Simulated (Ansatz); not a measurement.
## Mg3SbAs (built on the sites of a database entry of Mg3Sb2): the cell at rest

Task: relax Mg3SbAs (built on the sites of a database entry of Mg3Sb2) tightly.

Calculated with Ansatz 0.2.0; DFT PBEsol, scalar-relativistic, plane waves, norm-conserving pseudopotentials.

Report form: the programs' logs are mostly left out.

The structure was built from a prototype and need not be the compound's stable phase.

## 1. Starting point

Symmetry: P3m1, No. 156, trigonal system. The conventional cell has a = 4.491 Å, b = 4.491 Å, c = 7.100 Å, α = 90.00°, β = 90.00°, γ = 120.00°. Mg has 3 As at 2.76 Å and 1 Sb at 2.80 Å nearest. Nearest to Mg lie 3 Sb at 2.76 Å and 1 As at 2.80 Å. Nearest to Mg lie 3 Sb at 3.08 Å and 3 As at 3.08 Å. Nearest to Sb lie 7 Mg at 2.76 to 3.08 Å. As has 7 Mg at 2.76 to 3.08 Å nearest. Farther neighbours are not listed.

## 2. A coarse first look

First a cheap look: the gap decides the mesh and the occupations, the pressure tells how far the cell has to move.

The input, input.yaml:

```yaml
crystal:
  lattice:
    - [4.49083, 0.0, 0.0]
    - [-2.24541, 3.88917, 0.0]
    - [0.0, 0.0, 7.09986]
  atoms:
    - { symbol: Mg, position: [0.3333333333, 0.6666666667, 0.63] }
    - { symbol: Mg, position: [0.6666666667, 0.3333333333, 0.37] }
    - { symbol: Mg, position: [0.0, 0.0, 0.0] }
    - { symbol: Sb, position: [0.3333333333, 0.6666666667, 0.235] }
    - { symbol: As, position: [0.6666666667, 0.3333333333, 0.765] }
kpoints:
  mp_grid: { grid: [6, 6, 4] }
hamiltonian:
  xc: pbesol
  pseudopotentials: { kind: nc }
scf:
  occupations: { method: gaussian, width: 0.1 }
output:
  forces: true
  stress: true
  eigenvalues: true
```

Started as:

```console
$ ansatz run input.yaml --threads 8 --pin off --max-ram 14336MiB --backend cpu --events-out ev --progress --plain --runs-dir out
```

It took 7.3 s on 8 threads of Arm Neoverse N1, shared host; peak memory 1.1 GiB.

This step gave:

| Property | Result |
| --- | --- |
| pressure | -2.085 GPa |
| volume per atom | 24.80 Å³ |
| gap on the k-mesh | 0.5972 eV |
| direct gap on mesh | 0.5972 eV |

The coarse mesh shows a gap of 0.60 eV and a pressure of -2.1 GPa.

## 3. Coarse relaxation

The start is far from rest, so a relaxation with loose tolerances brings it close first.

input.yaml, as its differences from that of step 2:

```diff
@@ -22 +22,6 @@
   eigenvalues: true
+relax:
+  adjacent_minimum: "off"
+  f_tol: 0.05
+  max_steps: 80
+  cell: { stress_tol: 0.5 }
```

Wall time 41 s (8 threads); peak memory 1.2 GiB.

The steps of the relaxation:

```csv
step,energy less that of the first step (eV),largest force component (eV/Å),pressure (GPa),volume (Å³)
1,0.0000,0.8956,-2.08,124.00
2,-0.1497,0.3036,0.01,116.39
3,-0.1746,0.0601,-0.20,117.34
4,-0.1757,0.0199,0.03,116.97
5*,-0.1752,0.0199,0.01,116.97
```

Relaxation steps marked * repeat the geometry before them on a plane-wave basis chosen anew for their cell, so energy and pressure can jump there.

Forces are held to the 6 operations that the run works with; a distortion that breaks them can't arise in this run.

```csv
"conventional cell, symmetrised",before,after,change
a (Å),4.491,4.414,-1.7 %
b (Å),4.491,4.414,-1.7 %
c (Å),7.100,6.932,-2.4 %
volume (Å³/atom),24.80,23.39,-5.7 %
```

The atoms that moved most (Å, as changes of fractional coordinates times the final cell):

```csv
atom,dx,dy,dz,length
Mg1,0.000,0.000,0.149,0.149
Sb4,0.000,0.000,-0.117,0.117
Mg3,0.000,0.000,-0.068,0.068
Mg2,0.000,0.000,0.041,0.041
As5,0.000,0.000,-0.006,0.006
```

The relaxed structure:

```xyz
5
Lattice="4.4141 0.0000 0.0000 -2.2070 3.8227 0.0000 0.0000 0.0000 6.9318" Properties=species:S:1:pos:R:3 pbc="T T T"
Mg    0.0000    2.5485    4.5157
Mg    2.2070    1.2742    2.6061
Mg    0.0000    0.0000   -0.0677
Sb    0.0000    2.5485    1.5123
As    2.2070    1.2742    5.2973
```

Numbers from this step:

| Property | Result |
| --- | --- |
| pressure | 0.01320 GPa |
| volume per atom | 23.39 Å³ |
| gap on the k-mesh | 0.4410 eV |
| direct gap on mesh | 0.4410 eV |

In this step the volume went from 24.80 to 23.39 Å³/atom.

## 4. Bringing the structure to rest

Harmonic phonons are second derivatives at a point where the forces vanish, and they are wanted at zero stress, so atoms and cell are relaxed first.

The input, input.yaml:

```yaml
crystal:
  lattice:
    - [4.414074044, -2.8374e-06, 0.0]
    - [-2.2070345648, 3.822701675, 0.0]
    - [0.0, 0.0, 6.9318185287]
  atoms:
    - { symbol: Mg, position: [0.3333333333, 0.6666666667, 0.65143998] }
    - { symbol: Mg, position: [0.6666666667, 0.3333333333, 0.3759548428] }
    - { symbol: Mg, position: [0.0, 0.0, -0.0097620143] }
    - { symbol: Sb, position: [0.3333333333, 0.6666666667, 0.218161076] }
    - { symbol: As, position: [0.6666666667, 0.3333333333, 0.7642061155] }
kpoints:
  mp_grid: { grid: [9, 9, 4] }
hamiltonian:
  xc: pbesol
  pseudopotentials: { kind: nc }
scf:
  occupations: { method: gaussian, width: 0.02 }
output:
  forces: true
  stress: true
  eigenvalues: true
  write_density: true
  write_potential: true
  elf: true
  volumetric_format: npy
relax:
  adjacent_minimum: "off"
  f_tol: 0.005
  max_steps: 80
  cell: { stress_tol: 0.05 }
```

Run time: 61 s. Hardware: 8 threads; peak memory 1.4 GiB.

Relaxation path:

```csv
step,energy less that of the first step (eV),largest force component (eV/Å),pressure (GPa),volume (Å³)
1,0.0000,0.0210,0.01,116.97
2,-0.0001,0.0122,-0.01,116.99
3,-0.0001,0.0020,0.00,116.99
4*,-0.0001,0.0020,0.00,116.99
```

Relaxation steps marked * repeat the geometry before them on a plane-wave basis chosen anew for their cell, so energy and pressure can jump there.

The run keeps the 6 symmetry operations that it works with, so distortions that break them were not tested.

```csv
"conventional cell, symmetrised",before,after,change
a (Å),4.414,4.412,-0.0 %
b (Å),4.414,4.412,-0.0 %
c (Å),6.932,6.939,+0.1 %
volume (Å³/atom),23.39,23.40,+0.0 %
```

Final coordinates:

```xyz
5
Lattice="4.4122 0.0000 0.0000 -2.2061 3.8211 0.0000 0.0000 0.0000 6.9392" Properties=species:S:1:pos:R:3 pbc="T T T"
Mg    0.0000    2.5474    4.5208
Mg    2.2061    1.2737    2.6099
Mg    0.0000    0.0000   -0.0654
Sb    0.0000    2.5474    1.5104
As    2.2061    1.2737    5.3028
```

Numbers from this step:

```yaml
pressure: -9.65e-4 GPa
gap_on_the_k_mesh: 0.4524 eV
volume_per_atom: 23.40 Å³
direct_gap_on_mesh: 0.4524 eV
```

Electrostatic potential energy in the ac plane at fractional y = 0.333, with atoms of Mg and As within 0.2 Å of it. With pseudopotentials it is smooth inside the atoms' cores, unlike the true potential.

Ten even steps from '_' (-55 eV) to '@' (11 eV), each cell a mean:
```
@@@@@@@@@@@@@@@@@@@@@@@@@@@@
@@@@@@@@@@@@@@@@@@%%%%@@@@@@
@@@@@@@@@@@@@@%%**++**##@@@@
@@@@@@@@@@@@%%**::..::++%%@@
@@@@@@@@@@@@%%==______--##@@
@@@@@@@@@@@@%%++..____--##@@
@@@@@@@@@@@@%%**--::--++%%@@
@@@@@@@@@@@@@@%%##**##%%@@@@
@@@@@@@@@@@@@@@@@@%%%%@@@@@@
@@@@@@@@@@@@@@@@@@@@@@@@@@@@
@@@@@@@@@@@@@@@@%%%%%%%%@@@@
@@@@@@@@@@@@@@%%**++**##%%@@
@@@@@@@@@@@@%%**::__..**%%@@
@@@@@@@@@@@@%%**..____++%%@@
@@@@@@@@@@@@%%##--..::**%%@@
@@@@@@@@@@@@@@%%##****%%%%@@
@@@@@@@@@@@@@@@@%%%%%%@@@@@@
@@@@@@@@@@@@@@@@@@@@@@@@@@@@
@@@@@@@@@@@@@@@@@@@@@@@@@@@@
@@@@@@@@@@@@@@@@@@@@@@@@@@@@
@@@@@@@@@@@@@@@@@@@@@@@@@@@@
@@@@@@@@@@@@@@@@@@@@@@@@@@@@
```
Columns run along a (4.4 Å; values clipped at the 3rd and 97th percentile), rows up along c (6.9 Å). Atoms in or near the plane, at fractional coordinates: Mg at (0.67, 0.38), As at (0.67, 0.76).

Valence density in the ac plane at fractional y = 0.333, with atoms of Mg and As within 0.2 Å of it. It is the smooth field of the valence electrons, not physical close to the nuclei.

Ten steps, logarithmic in the rise over the least value, from '0' (0 e/Å³) to '9' (20 e/Å³), each cell a mean:
```
00000000101100
00000011212110
00000112343211
10000124788421
00001125878632
10001125888631
10000123677421
00000112333211
00000011222110
00000001111110
00000000111100
00000001344100
00000003798410
11100014899510
11111112788311
11111111243111
11111110010001
11111100000001
11111100000000
11111000000000
00110000000000
00000000000000
```
Columns run along a (4.4 Å), rows up along c (6.9 Å). Atoms in or near the plane, at fractional coordinates: Mg at (0.67, 0.38), As at (0.67, 0.76).

ELF in the ac plane at fractional y = 0.333, with atoms of Mg and As within 0.2 Å of it. It is the smooth field of the valence electrons, not physical close to the nuclei.

Ten even steps from '0' (0.04) to '9' (0.82), each cell a mean:
```
11111235666542
31112467777875
52124787433687
63235873344278
74236862402358
73136862413358
63125874343378
52014787534787
31013578888876
21112467777764
22222232101123
33333210243002
45554302999402
66666403959503
77677611899304
77677730132026
77777752000147
77777753100246
78887642000136
78887521000024
46665310000012
23332111122111
```
Columns run along a (4.4 Å), rows up along c (6.9 Å). Atoms in or near the plane, at fractional coordinates: Mg at (0.67, 0.38), As at (0.67, 0.76).

In this step the volume went from 23.39 to 23.40 Å³/atom.

## 5. Relaxing to small forces for the phonons

Phonons need a cell at rest on their own settings, so the relaxation is repeated with tight tolerances on forces and stress, using the mesh and the filling of the phonon run that follows.

The input, input.yaml:

```yaml
crystal:
  lattice:
    - [4.4122358935, -2.8362e-06, 0.0]
    - [-2.2061154905, 3.8211097894, 0.0]
    - [0.0, 0.0, 6.9392129979]
  atoms:
    - { symbol: Mg, position: [0.3333333333, 0.6666666667, 0.6514793835] }
    - { symbol: Mg, position: [0.6666666667, 0.3333333333, 0.3761097792] }
    - { symbol: Mg, position: [0.0, 0.0, -0.0094265553] }
    - { symbol: Sb, position: [0.3333333333, 0.6666666667, 0.2176649404] }
    - { symbol: As, position: [0.6666666667, 0.3333333333, 0.7641724522] }
kpoints:
  mp_grid: { grid: [9, 9, 4] }
hamiltonian:
  xc: pbesol
  pseudopotentials: { kind: nc }
scf:
  occupations: { method: fixed }
output:
  forces: true
  stress: true
  eigenvalues: true
relax:
  adjacent_minimum: "off"
  f_tol: 0.001
  max_steps: 60
  cell: { stress_tol: 0.01 }
```

It took 74 s on 8 threads; peak memory 1.4 GiB.

Little changed from the start: no atom moved by 0.005 Å and no cell edge by 0.1 %.

This step gave:

* pressure: 3.64e-4 GPa
* gap on the k-mesh: 0.4512 eV
* direct gap on mesh: 0.4512 eV

The largest force component left is 0.078 meV/Å and the pressure is 0.000 GPa, within the tolerances set. The cell now holds 23.40 Å³/atom.

## 6. Results

| Property | Result |
| --- | --- |
| space group after relaxation (within 0.01 Å) | P3m1 |
| lattice constant a | 4.412 Å |
| lattice constant b | 4.412 Å |
| lattice constant c | 6.939 Å |
| volume per atom | 23.4 Å³ |
| gap on the k-mesh | 0.451 eV |

The largest force component left is 0.078 meV/Å and the pressure is 0.000 GPa, within the tolerances set. The cell now holds 23.40 Å³/atom. The relaxation keeps the symmetry of its start, so it says nothing on stability against lower symmetry. Spin-orbit coupling is left out, which can matter for the heavy elements here. The starting cell was built on a prototype and not taken from a measurement, so the phase need not exist.

[Logs are printed without paths, hosts, clocks, repeated set-up lines and the standing remarks that a program may print on its own settings, such as how far it seeks lower states.]

[Hosts, paths, dates, database ids (printed as entryN), source tags and the programs' standing remarks are cut or masked in the printed files.]
